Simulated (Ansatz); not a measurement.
# Quasi-harmonic thermodynamics of CeO2 (Fm-3m)

Aim: the lattice, expansion, heat capacity and bulk modulus of CeO2 as it warms.

Program: Ansatz 0.2.0. Level of theory: DFT PBEsol, scalar-relativistic, plane waves, PAW, in the first sound run; inputs show where later runs differ. Results are calculated unless marked as measured.

### 1. Set-up

It takes space group Fm-3m (No. 225, cubic). The conventional cell has a = 5.407 Å, b = 5.407 Å, c = 5.407 Å, α = 90.00°, β = 90.00°, γ = 90.00°. Nearest to Ce lie 8 O at 2.34 Å. O has 4 Ce at 2.34 Å nearest. Farther neighbours and most contacts between anions are not listed.

### 2. A first coarse run

A cheap single point shows whether the cell is a metal or an insulator and how far it is from rest; that sets the k-mesh and the occupations of what follows.

Input file input.yaml:

```yaml
crystal:
  lattice:
    - [0.0, 2.70365, 2.70365]
    - [2.70365, 0.0, 2.70365]
    - [2.70365, 2.70365, 0.0]
  atoms:
    - { symbol: Ce, position: [0.0, 0.0, 0.0] }
    - { symbol: O, position: [0.25, 0.25, 0.25] }
    - { symbol: O, position: [0.75, 0.75, 0.75] }
kpoints:
  mp_grid: { grid: [6, 6, 6] }
hamiltonian:
  xc: pbesol
scf:
  occupations: { method: gaussian, width: 0.1 }
  lower_state_search: "off"
output:
  forces: true
  stress: true
  eigenvalues: true
```

On the command line:

```bash
$ ansatz run input.yaml --threads 8 --pin off --max-ram 16384MiB --backend cpu --events-out ev --progress --plain --runs-dir out
```

Numbers of over 12 decimals in the logs are rounded to 6 here.

The program printed:

```text
band count auto-derived: 22 (N_el = 24.0; filled up to band 12; 16 by the electrons, moments and atoms)
Engine: ansatz 0.2.0, aarch64-unknown-linux-gnu
Pseudopotentials: kind: paw
Pseudopotential: Ce, paw, valence charge 12, recommended cutoff 420 eV (normal), Ce.paw.azcp
Pseudopotential: O, paw, valence charge 6, recommended cutoff 420 eV (normal), O.paw.azcp
Functional definition: PBEsol
  exchange = pbesol_x
  correlation = pbesol_c
Crystal: 3 atoms, lattice volume = 39.526 Å³
Basis set: ecut = 420 eV, 749 PW (Γ), exchange–correlation on 54×54×54 points (8 copies of the dense FFT grid, shifted against one another)
Bands: 22, of which v1, the nominal top of the filled ones, is band 12 counted from 1 (11 counted from 0)
Symmetry: 48 space group operations
Space group: Fm-3m (ITA 225), of the structure as read, at distance tolerance 3.4e-5 Å
k-points: 16 of 216
Non-local potential: Ce, projectors of the file, l = 0: 3, l = 1: 2, l = 2: 2, l = 3: 3
Non-local potential: O, projectors of the file, l = 0: 2, l = 1: 2, l = 2: 1
PAW form: soft (Blöchl's): semilocal exchange-correlation on the pseudo side does not see the compensation charge
PAW frozen core: Ce, regenerated for the run's functional, and the local potential with it (the file was generated under x = pbe(κ = 0.804, μ = 0.219515), c = pbe(β = 0.066725))
PAW frozen core: O, regenerated for the run's functional, and the local potential with it (the file was generated under x = pbe(κ = 0.804, μ = 0.219515), c = pbe(β = 0.066725))
PAW one-centre angular grid: Ce, 590 points (default); XC on 64 Gauss nodes
PAW one-centre angular grid: O, 110 points (default); XC on 64 Gauss nodes
Initial density: superposition of atomic densities (neutral atoms: chi_scale 0, normalization atom), corrected by the library's trained network
Initial wavefunctions: pseudopotential atomic-orbital guess
Functional: x = pbesol(κ = 0.804, μ = 0.123457), c = pbesol(β = 0.046)
SCF iter   1: F=—  HF=-7611.946998 eV  |F-HF|=—  |Δ(HF+E_count)|=         —  Δρ=2.08e-2  dr2=1.60e-1  ethr=1.77e-3  ⟨swp⟩=5.3  Hψ=1775  notcnv=0
preconditioner: auto → none  [insulator: Δε(μ)=1.927 eV  Ē_g=11.718 eV  σ=0.100 eV  W_gap=1.00  n_scr=14 (ndim 8)  ℏωp=27.7 eV  f_vac=0.032  D(μ)=0.00/eV (n_scr^D=0)  ε∞_Penn≈6.6]
SCF iter   2: F=—  HF=-7612.061025 eV  |F-HF|=—  |Δ(HF+E_count)|=   1.14e-1  Δρ=4.53e-2  dr2=9.19e-1  ethr=6.65e-4  ⟨swp⟩=2.9  Hψ=771  notcnv=0  defer=47  recentre
SCF iter   3: F=—  HF=-7611.925978 eV  |F-HF|=—  |Δ(HF+E_count)|=   1.35e-1  Δρ=4.54e-3  dr2=5.27e-3  ethr=6.65e-4  ⟨swp⟩=2.9  Hψ=623  notcnv=0  defer=47
SCF iter   4: F=—  HF=-7611.925577 eV  |F-HF|=—  |Δ(HF+E_count)|=   4.01e-4  Δρ=3.25e-3  dr2=4.40e-3  ethr=2.20e-5  ⟨swp⟩=2.4  Hψ=601  notcnv=0  defer=47
SCF iter   5: F=—  HF=-7611.927499 eV  |F-HF|=—  |Δ(HF+E_count)|=   1.92e-3  Δρ=6.29e-3  dr2=1.74e-2  ethr=1.83e-5  ⟨swp⟩=2.0  Hψ=609  notcnv=0  defer=47  recentre
SCF iter   6: F=—  HF=-7611.925084 eV  |F-HF|=—  |Δ(HF+E_count)|=   2.42e-3  Δρ=2.66e-4  dr2=2.45e-5  ethr=1.83e-5  ⟨swp⟩=2.0  Hψ=557  notcnv=0  defer=47
SCF iter   7: F=—  HF=-7611.925070 eV  |F-HF|=—  |Δ(HF+E_count)|=   1.33e-5  Δρ=1.33e-4  dr2=8.39e-6  ethr=1.02e-7  ⟨swp⟩=2.0  Hψ=377  notcnv=0  defer=44
SCF iter   8: F=-7611.925069 eV  HF=-7611.925069 eV  |F-HF|=1.20e-8  |Δ(HF+E_count)|=   9.54e-7  Δρ=9.52e-6  dr2=2.03e-8  ethr=4.17e-10  ⟨swp⟩=8.5  Hψ=1871  notcnv=0
SCF 1 converged in 8 iterations: F = -7611.925069 eV  dr2 = 2.03e-8
  greatest PAW one-centre occupation: 0.988 electrons in one spin orbital (limit 2), on the Ce atom at site 0 (counted from 0), in its partial waves of l = 0
SCF converged after 8 iterations
Free energy (F): -7611.925069 eV
Harris-Foulkes:  -7611.925069 eV  (|F-HF|=1.20e-8)
Internal energy: -7611.925069 eV  (E = F + TS)
E sigma→0 (E₀):  -7611.925069 eV
Fermi energy:    12.031687 eV
--- Per-component energies (eV) ---
  E_band       = 28.710928
  E_kinetic    = 738.131910
  E_local      = -916.853470  (includes V_loc(G=0)·N_el)
  E_nonlocal   = 34.170716
  E_hartree    = 324.367258
  E_xc         = -376.105914
  E_vxc        = -445.159879  (∫ρ·V_xc dr)
  E_paw        = -5685.321437  (= ΣΔE_a)
  E_vpaw       = -30.318265  (= ΣTr[D̂ρ^β])
  E_aug_tail   = 0.004841  (compensation charges beyond the density's cutoff)
  E_ewald      = -1730.615845
  E_core_change = 0.296871  (= ΣΔE_core)
  E_smearing   = -0.000000  (= −TS)
  E_closure    = -0.000000  (closes the sum)
  Σ components = -7611.925069   (vs F -7611.925069, Δ=0.00e0)
--- Forces (eV/Å), atoms counted from 1 ---
  atom   1  Ce    -0.00000000     0.00000000    -0.00000000
  atom   2  O      0.00000000    -0.00000000     0.00000000
  atom   3  O      0.00000000     0.00000000     0.00000000
  max |Σ_I F_I| component: 1.85e-17 eV/Å
--- Stress (GPa, compression-positive) ---
       -0.976662       0.000000      -0.000000
        0.000000      -0.976662       0.000000
        0.000000       0.000000      -0.976662
  P = ⅓ Tr σ = -0.9767 GPa (-9.767 kbar)
--- Band table (eV; the first three rows and the last of 16) ---
  k-point 0: bands = [... 8 lower, 7.1452, 10.4628, 10.4628, 10.4628, 13.4035, 13.4035, 13.4035, 13.6780, ... 6 higher]
  k-point 1: bands = [... 8 lower, 7.8294, 10.2265, 10.3656, 10.3656, 13.3740, 13.3740, 13.4059, 13.7080, ... 6 higher]
  k-point 2: bands = [... 8 lower, 9.1307, 9.9589, 10.2623, 10.2623, 13.2990, 13.2990, 13.3556, 13.4109, ... 6 higher]
  k-point 15: bands = [... 8 lower, 9.9380, 10.1185, 10.3181, 10.4231, 13.1701, 13.2552, 13.2552, 13.4201, ... 6 higher]
```

Run time: 0.47 s. Hardware: 8 threads of Arm Neoverse V1, shared host; peak memory 0.33 GiB.

The column dr2 measures how far the density is from self-consistency, as an energy; F and HF (Harris–Foulkes) agree once it is small.

This step gave:

```
pressure          : -0.9767 GPa
gap on the k-mesh : 2.096 eV
volume per atom   : 13.18 Å³/atom
```

The start is under -0.98 GPa at this level and looks like an insulator or semiconductor on this mesh.

### 3. Finding the static equilibrium

The vibrations must be taken about the equilibrium of this functional, not about the starting cell, so the structure is relaxed.

input.yaml, the sections that differ from step 2:

```yaml
kpoints:
  mp_grid: { grid: [10, 10, 10] }
scf:
  occupations: { method: gaussian, width: 0.02 }
  lower_state_search: "off"
output:
  forces: true
  stress: true
  eigenvalues: true
  write_density: true
  write_potential: true
  elf: true
  volumetric_format: npy
relax:
  adjacent_minimum: "off"
  f_tol: 0.005
  max_steps: 80
  cell: { stress_tol: 0.05 }
# crystal, hamiltonian: as in step 2
```

The program printed:

```text
[...]
Crystal: 3 atoms, lattice volume = 39.526 Å³
Basis set: ecut = 420 eV, 749 PW (Γ), exchange–correlation on 54×54×54 points (8 copies of the dense FFT grid, shifted against one another)
Bands: 22, of which v1, the nominal top of the filled ones, is band 12 counted from 1 (11 counted from 0)
Symmetry: 48 space group operations
[...]
k-points: 47 of 1000
[...]
SCF iter   1: F=—  HF=-7611.945652 eV  |F-HF|=—  |Δ(HF+E_count)|=         —  Δρ=2.06e-2  dr2=1.58e-1  ethr=1.77e-3  ⟨swp⟩=6.0  Hψ=4877  notcnv=0
[...]
SCF iter   8: F=-7611.924539 eV  HF=-7611.924539 eV  |F-HF|=5.68e-8  |Δ(HF+E_count)|=   9.92e-8  Δρ=1.34e-5  dr2=6.34e-8  ethr=4.17e-10  ⟨swp⟩=11.6  Hψ=6690  notcnv=0
SCF 1 converged in 8 iterations: F = -7611.924539 eV  dr2 = 6.34e-8
[...]
relax step   1: F+E_penalty+E_count = -7611.92453906 eV  Δ(F+E_penalty+E_count) = +0.000e0 eV  max|allowed force component| = 1.388e-17 eV/Å  Δτ_max = 0.0000 Å  P = -0.980 GPa  Ω = 39.526 Å³  (8 SCF iters, dr2 threshold 1.00e-7 eV, accepted)
Crystal: 3 atoms, lattice volume = 39.183 Å³
[...]
iter 1 solved again at ethr=6.59e-6 eV; its pass at ethr=3.10e-3 eV (dr2=1.58e-3 eV) is discarded
[...]
SCF iter   6: F=-7611.926183 eV  HF=-7611.926183 eV  |F-HF|=2.54e-9  |Δ(HF+E_count)|=   4.31e-8  Δρ=2.36e-6  dr2=3.25e-9  ethr=1.25e-9  ⟨swp⟩=8.9  Hψ=6253  notcnv=0
SCF 2 converged in 6 iterations: F = -7611.926183 eV  dr2 = 3.25e-9
relax step   2: F+E_penalty+E_count = -7611.92618316 eV  Δ(F+E_penalty+E_count) = -1.644e-3 eV  max|allowed force component| = 1.234e-16 eV/Å  Δτ_max = 0.0000 Å  P = +0.747 GPa  Ω = 39.183 Å³  energy of the carried Pulay correction = +1.382e-3 eV  (6 SCF iters, dr2 threshold 3.00e-7 eV, accepted)
Crystal: 3 atoms, lattice volume = 39.330 Å³
[...]
SCF iter   4: F=-7611.925928 eV  HF=-7611.925928 eV  |F-HF|=4.83e-8  |Δ(HF+E_count)|=   2.15e-5  Δρ=1.65e-5  dr2=7.56e-8  ethr=1.25e-9  ⟨swp⟩=8.8  Hψ=7040  notcnv=0
SCF 3 converged in 4 iterations: F = -7611.925928 eV  dr2 = 7.56e-8
relax step   3: F+E_penalty+E_count = -7611.92592776 eV  Δ(F+E_penalty+E_count) = +2.554e-4 eV  max|allowed force component| = 1.758e-16 eV/Å  Δτ_max = 0.0000 Å  P = -0.005 GPa  Ω = 39.330 Å³  energy of the carried Pulay correction = +7.858e-4 eV  (4 SCF iters, dr2 threshold 3.00e-7 eV, accepted)
[...]
SCF iter   6: F=-7611.925111 eV  HF=-7611.925111 eV  |F-HF|=1.27e-11  |Δ(HF+E_count)|=  5.65e-10  Δρ=2.69e-7  dr2=1.25e-11  ethr=1.00e-12  ⟨swp⟩=5.3  Hψ=4868  notcnv=0
SCF 4 converged in 6 iterations: F = -7611.925111 eV  dr2 = 1.25e-11
relax step   4: F+E_penalty+E_count = -7611.92511117 eV  Δ(F+E_penalty+E_count) = +8.166e-4 eV  max|allowed force component| = 1.742e-16 eV/Å  Δτ_max = 0.0000 Å  P = -0.037 GPa  Ω = 39.330 Å³  stress off target by 3.74e-2 GPa  SCF on the basis re-selected at this cell (its energy is not comparable with the rows above)  (6 SCF iters)
basis re-selected at this cell: Δ(F+E_penalty+E_count) = +8.166e-4 eV, ΔP = -0.033 GPa vs the last step (what re-selecting the basis moved, of the pressure what is left beyond the Pulay correction that the steps carried, after the strain that the cell walked since its last selection, with what the two solves' SCF thresholds leave and, on support functions, any second-order correction that the steps lacked; it is no m [...]
SCF converged after 6 iterations
Free energy (F): -7611.925111 eV
[...]
Internal energy: -7611.925111 eV  (E = F + TS)
E sigma→0 (E₀):  -7611.925111 eV
Fermi energy:    12.164603 eV
[...]
--- Stress (GPa, compression-positive) ---
       -0.037439       0.000000       0.000000
        0.000000      -0.037439       0.000000
        0.000000       0.000000      -0.037439
  P = ⅓ Tr σ = -0.0374 GPa (-0.374 kbar)
--- Band table (eV; the first three rows and the last of 47) ---
  k-point 0: bands = [... 8 lower, 7.1971, 10.5362, 10.5362, 10.5362, 13.5051, 13.5051, 13.5051, 13.7835, ... 6 higher]
  k-point 1: bands = [... 8 lower, 7.4630, 10.4377, 10.4966, 10.4966, 13.4948, 13.4948, 13.5060, 13.7960, ... 6 higher]
  k-point 2: bands = [... 8 lower, 8.1476, 10.2283, 10.4087, 10.4087, 13.4611, 13.4611, 13.5085, 13.8041, ... 6 higher]
  k-point 46: bands = [... 8 lower, 10.0430, 10.1491, 10.4044, 10.4820, 13.2556, 13.3650, 13.3742, 13.5538, ... 6 higher]
--- Relaxed structure (3 steps of the walk, 3 accepted, 1 SCFs on fresh bases) ---
  F+E_penalty+E_count = -7611.92511117 eV   max|allowed force component| = 1.742e-16 eV/Å   (the final SCF, on the basis selected at the relaxed cell)
  cell:  # Å, volume = 39.3305 Å³
    - [0, 2.699187, 2.699187]
    - [2.699187, 0, 2.699187]
    - [2.699187, 2.699187, 0]
  atoms:
    - { symbol: Ce, position: [0, 0, 0] }
    - { symbol: O, position: [0.250000, 0.250000, 0.250000] }
    - { symbol: O, position: [0.75, 0.75, 0.75] }
```

The job ended after 2.3 s (8 threads; peak memory 0.4 GiB; 14 s of CPU time).

Relaxation path:

```csv
step,energy less that of the first step (eV),largest force component (eV/Å),pressure (GPa),volume (Å³)
1,0.0000,0.0000,-0.98,39.53
2,-0.0016,0.0000,0.75,39.18
3,-0.0014,0.0000,0.00,39.33
4*,-0.0006,0.0000,-0.04,39.33
```

Relaxation steps marked * repeat the geometry before them on a plane-wave basis chosen anew for their cell, so energy and pressure can jump there.

Forces are held to the 48 operations that the run works with; a distortion that breaks them can't arise in this run.

```csv
"conventional cell, symmetrised",before,after,change
a (Å),5.407,5.398,-0.2 %
b (Å),5.407,5.398,-0.2 %
c (Å),5.407,5.398,-0.2 %
volume (Å³/atom),13.18,13.11,-0.5 %
```

The relaxed structure:

```xyz
3
Lattice="0.0000 2.6992 2.6992 2.6992 0.0000 2.6992 2.6992 2.6992 0.0000" Properties=species:S:1:pos:R:3 pbc="T T T"
Ce    0.0000    0.0000    0.0000
O     1.3496    1.3496    1.3496
O     4.0488    4.0488    4.0488
```

Numbers from this step:

- pressure: -0.03744 GPa
- gap on the k-mesh: 2.016 eV
- volume per atom: 13.11 Å³/atom

Valence density in the ac plane of a cell with a along [110], b along [-110] and c along [001] of the cube at fractional y = 0.000, with atoms of Ce and O within 0.2 Å of it. It is the smooth field of the valence electrons, not physical close to the nuclei.

Ten even steps from '0' (-2.8 e/Å³) to '9' (7.0 e/Å³), each cell a mean:
```
244333334423433333353
543334333454433443344
333368633333334774333
333479743333335995333
223356433222234554322
222333332222233333322
222233322222222332222
222333322222223333222
222334332222233443322
223368633222334774322
333479743333335995333
433356433344334554334
453333334545433333345
044333334402533333352
```
Columns run along a (7.6 Å), rows up along c (5.4 Å), edges of the conventional cell, whose origin can differ from the input's. Atoms in or near the plane, at fractional coordinates: Ce at (0.00, 0.00), Ce at (0.50, 0.00), O at (0.25, 0.25), O at (0.75, 0.25), O at (0.25, 0.75), O at (0.75, 0.75).

Electrostatic potential energy in the ac plane of a cell with a along [110], b along [-110] and c along [001] of the cube at fractional y = 0.000, with atoms of Ce and O within 0.2 Å of it. With pseudopotentials it is smooth inside the atoms' cores, unlike the true potential.

Values in eV, 8 rows by 16 columns, each cell a mean:
```
-41 -23   3  12  12   9 -13 -37 -41 -23   3  12  12   9 -13 -37
 -2   6   7 -23 -30  -1   9   0  -2   6   7 -23 -30  -1   9   0
 14  15  12 -12 -19   6  16  15  14  15  12 -12 -19   6  16  15
 16  16  16  15  15  16  16  16  16  16  16  15  15  16  16  16
 16  16  16  14  12  15  16  16  16  16  16  14  12  15  16  16
 13  14  10 -22 -30   1  15  13  13  14  10 -22 -30   1  15  13
-12   0   8 -13 -19   3   4  -9 -12   0   8 -13 -19   3   4  -9
-45 -29   1  13  14   8 -18 -43 -45 -29   1  13  14   8 -18 -43
```
Columns run along a (7.6 Å; values clipped at the 3rd and 97th percentile), rows up along c (5.4 Å), edges of the conventional cell, whose origin can differ from the input's. Atoms in or near the plane, at fractional coordinates: Ce at (0.00, 0.00), Ce at (0.50, 0.00), O at (0.25, 0.25), O at (0.75, 0.25), O at (0.25, 0.75), O at (0.75, 0.75).

ELF in the ac plane of a cell with a along [110], b along [-110] and c along [001] of the cube at fractional y = 0.000, with atoms of Ce and O within 0.2 Å of it. It is the smooth field of the valence electrons, not physical close to the nuclei.

Ten even steps from '_' (0.01) to '@' (0.86), each cell a mean:
```
==@@%%--::--::--%%%%==**@@++::----::**@@**
@@@@++==##%%##==++@@@@@@##--++%%%%++==##@@
##==--##%%##%%**--==##**--==%%####%%==--**
..__--%%##==%%%%--__..__..**%%++**@@**..__
____==%%@@%%@@##--______::**%%%%%%%%**..__
____::==**##**==..______..--++****++--____
______........______________........______
______::------::__________..::----::..____
____--**%%%%%%**--______..==##%%%%##==..__
____==%%%%##%%%%==______::**@@####%%**..__
--::--%%##==%%%%--..--::::**%%++**%%++..::
@@##==++%%%%%%++--##@@%%++==##%%%%##--++%%
%%@@##--++**++--##@@%%%%%%====****--==@@@@
..##%%--......--@@##..==@@**........**@@==
```
Columns run along a (7.6 Å), rows up along c (5.4 Å), edges of the conventional cell, whose origin can differ from the input's. Atoms in or near the plane, at fractional coordinates: Ce at (0.00, 0.00), Ce at (0.50, 0.00), O at (0.25, 0.25), O at (0.75, 0.25), O at (0.25, 0.75), O at (0.75, 0.75).

### 4. Tight relaxation

The relaxation is repeated with tighter thresholds on force and stress, since phonons are sensitive to what is left; a change of mesh or smearing in the input moves the cell too.

Input file input.yaml:

```yaml
crystal:
  lattice:
    - [0.0, 2.6991871695, 2.6991871695]
    - [2.6991871695, 0.0, 2.6991871695]
    - [2.6991871695, 2.6991871695, 0.0]
  atoms:
    - { symbol: Ce, position: [0.0, 0.0, 0.0] }
    - { symbol: O, position: [0.25, 0.25, 0.25] }
    - { symbol: O, position: [0.75, 0.75, 0.75] }
kpoints:
  mp_grid: { grid: [12, 12, 12] }
hamiltonian:
  xc: pbesol
scf:
  occupations: { method: fixed }
  lower_state_search: "off"
output:
  forces: true
  stress: true
  eigenvalues: true
relax:
  adjacent_minimum: "off"
  f_tol: 0.001
  max_steps: 60
  cell: { stress_tol: 0.01 }
```

The program printed:

```text
[...]
Crystal: 3 atoms, lattice volume = 39.330 Å³
Basis set: ecut = 420 eV, 749 PW (Γ), exchange–correlation on 54×54×54 points (8 copies of the dense FFT grid, shifted against one another)
Bands: 16, of which v1, the nominal top of the filled ones, is band 12 counted from 1 (11 counted from 0)
Symmetry: 48 space group operations
[...]
k-points: 72 of 1728
[...]
k-point 71: bands = [... 8 lower, 10.0929, 10.0929, 10.4200, 10.4730, 13.2514, 13.3805, 13.3805, 13.6263]
--- Relaxed structure (3 steps of the walk, 3 accepted, 1 SCFs on fresh bases) ---
[...]
cell:  # Å, volume = 39.3230 Å³
    - [0, 2.699017, 2.699017]
    - [2.699017, 0, 2.699017]
    - [2.699017, 2.699017, 0]
  atoms:
    - { symbol: Ce, position: [0, 0, 0] }
    - { symbol: O, position: [0.250000, 0.250000, 0.250000] }
    - { symbol: O, position: [0.750000, 0.750000, 0.750000] }
[key lines of the parts left out:]
SCF converged after 6 iterations
Free energy (F): -7611.925203 eV
Fermi energy:    11.181639 eV
P = ⅓ Tr σ = -0.0013 GPa (-0.013 kbar)
```

The job ended after 2.5 s (8 threads; peak memory 0.41 GiB).

Little changed from the start: no atom moved by 0.005 Å and no cell edge by 0.1 %.

Numbers from this step:

```
pressure          : -0.001342 GPa
gap on the k-mesh : 1.994 eV
```

The residual pressure is -0.0013 GPa, small enough for phonons.

### 5. A faulty attempt

This input was changed on purpose, to see how the program answers.

Input file input.yaml:

```yaml
crystal:
  lattice:
    - [0.0, 2.6990173305, 2.6990173305]
    - [2.6990173305, 0.0, 2.6990173305]
    - [2.6990173305, 2.6990173305, 0.0]
  atoms:
    - { symbol: Ce, position: [0.0, 0.0, 0.0] }
    - { symbol: O, position: [0.25, 0.25, 0.25] }
    - { symbol: O, position: [0.75, 0.75, 0.75] }
kpoints:
  mp_grid: { grid: [13, 13, 13] }
hamiltonian:
  xc: pbesol
scf:
  occupations: { method: fixed }
  lower_state_search: "off"
  max_iter: 60
output:
  eigenvalues: true
phonons:
  supercell: [2, 2, 2]
  thermal_expansion: {}
```

The program printed:

```text
Error: 3 input errors — fix all and re-run
  1. invalid value for `phonons.supercell`: axis 0: the count 2 must divide kpoints.mp_grid.grid dimension 13 — the displaced supercells solve the k-mesh folded onto them, whose points must be the deck's own; the next dimension that the batch's repeats divide is 14
  2. invalid value for `phonons.supercell`: axis 1: the count 2 must divide kpoints.mp_grid.grid dimension 13 — the displaced supercells solve the k-mesh folded onto them, whose points must be the deck's own; the next dimension that the batch's repeats divide is 14
  3. invalid value for `phonons.supercell`: axis 2: the count 2 must divide kpoints.mp_grid.grid dimension 13 — the displaced supercells solve the k-mesh folded onto them, whose points must be the deck's own; the next dimension that the batch's repeats divide is 14
```

Elapsed: 0.03 s, on 8 threads; peak memory 0.031 GiB.

The program refused the input before any cycle.

The program's message: “Error: 3 input errors — fix all and re-run
  1. invalid value for `phonons.supercell`: axis 0: the count 2 must divide kpoints.mp_grid.grid dimension 13 — the displaced supercells solve the k-mesh fol …”

The fault put into the input: a k mesh that the supercell doesn't divide.

[end of part 1 of 3]

[Logs are printed without paths, hosts, clocks, repeated set-up lines and the standing remarks that a program may print on its own settings, such as how far it seeks lower states.]

[Hosts, paths, dates, database ids (printed as entryN), source tags and the programs' standing remarks are cut or masked in the printed files.]

[A step with changed settings may run another functional than the one named; its input shows which.]
